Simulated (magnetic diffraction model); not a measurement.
**Which magnetic order? KLi₂NdGa₈**

Space group Cmmm (no. 65), a = 4.5530 Å, b = 8.0220 Å, c = 14.6900 Å.

```csv
site,atom,x,y,z
2b,Nd,1/2,0,0
8n,Ga,0,0.1659,0.1469
8n,Ga,0,0.1640,0.3729
2c,K,1/2,0,1/2
4l,Li,1/2,0,0.2545
```

This is a made-up structure (elements placed in a structure type, unrelaxed), so the numbers test the method and describe no known phase.

Only Nd is taken to order (form factors of Nd3+); orders and moment sizes are assumed, and not adapted to the symmetry. Radiation: neutrons of λ = 1.594 Å, 5° to 45°; isotropic B of 0.41 Å² (Nd), 0.47 Å² (Ga), 0.7 Å² (K) and 0.82 Å² (Li). Simulated constant-wavelength pattern: nuclear and magnetic terms add, the magnetic one as |2.695 fm × Σ f S⊥ exp(2πi Q·r) exp(−B s²)|², summed over all Q at one angle with the factor 1/(sin²θ cos θ). For collinear order S is the moment m, which repeats by lattice and centring translations R with the sign exp(−2πi k·R). Free-ion form factors, Sears's scattering lengths of 1992, no absorption; a label names one of the reflections at its angle. The strongest nuclear line in the range is 100, and lines under 0.2 are left out.

Above the ordering temperature:

```
2θ (°)    index      I
  6.22  (0 0 1)    0.9
 12.46  (0 0 2)    4.8
 18.73  (0 0 3)    0.2
 22.92  (0 2 0)   14.4
 23.22  (1 1 0)   32.8
 23.77  (0 2 1)    1.6
 24.07  (1 1 1)    4.1
 25.07  (0 0 4)   62.0
 26.17  (0 2 2)   19.9
 26.44  (1 1 2)   39.6
 29.77  (0 2 3)    2.0
 30.00  (1 1 3)    3.3
 31.48  (0 0 5)    8.2
 34.23  (0 2 4)   35.5
 34.43  (1 1 4)   77.1
 37.99  (0 0 6)   19.5
 39.30  (0 2 5)    0.2
 39.48  (1 1 5)    0.7
 40.44  (1 3 0)  100.0
 40.99  (2 0 0)   48.8
 42.48  (1 3 2)    1.7
 43.00  (2 0 2)    0.8
```
(The table stops after 22 lines; 2 more lie at higher angle.)

Below it (cell unchanged):

```tsv
2θ (°)	I
6.22	0.9
11.55	2.3
12.46	4.8
13.13	3.9
17.02	2.5
18.73	0.2
19.91	0.3
20.87	0.6
22.07	1.5
22.92	14.4
23.22	32.8
23.55	0.7
23.77	1.6
24.07	4.1
25.07	62.0
26.17	19.9
26.44	39.6
27.47	0.6
27.68	1.0
29.77	2.0
30.00	3.3
31.00	0.4
31.48	8.2
31.65	0.7
32.21	0.5
33.53	0.6
33.64	0.6
34.23	35.5
34.43	77.1
35.15	0.2
35.73	0.4
36.47	0.5
37.43	0.4
37.53	0.4
37.99	19.5
39.30	0.2
```
(The table stops after 36 lines; 15 more lie at higher angle.)

**Question.** Check that the new lines index with k = (1/2 1/2 1), then choose among these models:
A. collinear moments along [111], 1.8 μB on Nd
B. collinear moments along [001], 1.8 μB on Nd
C. collinear moments along [010], 1.8 μB on Nd

The new lines index as (1/2 1/2 0) at 11.55°, (1/2 1/2 1) at 13.13°, (1/2 1/2 2) at 17.02° and (1/2 -3/2 1) at 20.87°, that is as H ± k with k = (1/2 1/2 1), one of 2 inequivalent arms of its star (k and −k counted as one), which a powder can't tell apart. Half indices mean that the moments reverse under translations with k·R a half-integer, and the magnetic cell has twice the primitive volume.

Magnetic intensity, observed (below minus above) and for each model:

| 2θ (°) | index | observed | A | B | C |
| --- | --- | --- | --- | --- | --- |
| 11.55 | (1/2 1/2 0) | 2.3 | 2.4 | 3.1 | 2.3 |
| 17.02 | (1/2 1/2 2) | 2.5 | 1.4 | 1.3 | 2.5 |
| 19.91 | (1/2 -3/2 0) | 0.3 | 0.9 | 1.0 | 0.3 |
| 20.87 | (1/2 -3/2 1) | 0.6 | 1.6 | 1.7 | 0.6 |
| 22.07 | (1/2 1/2 3) | 1.5 | 0.7 | 0.5 | 1.5 |
| 27.68 | (1/2 1/2 4) | 1.0 | 0.4 | <0.2 | 1.0 |
| 31.20 | (1/2 5/2 1) | <0.2 | 0.6 | 0.7 | <0.2 |
| 33.64 | (1/2 1/2 5) | 0.6 | 0.2 | <0.2 | 0.6 |

Model C matches.

The structure used: k = (1/2 1/2 1), collinear moments along [010], 1.8 μB on Nd.

[Logs are printed without paths, hosts, clocks, repeated set-up lines and the standing remarks that a program may print on its own settings, such as how far it seeks lower states.]
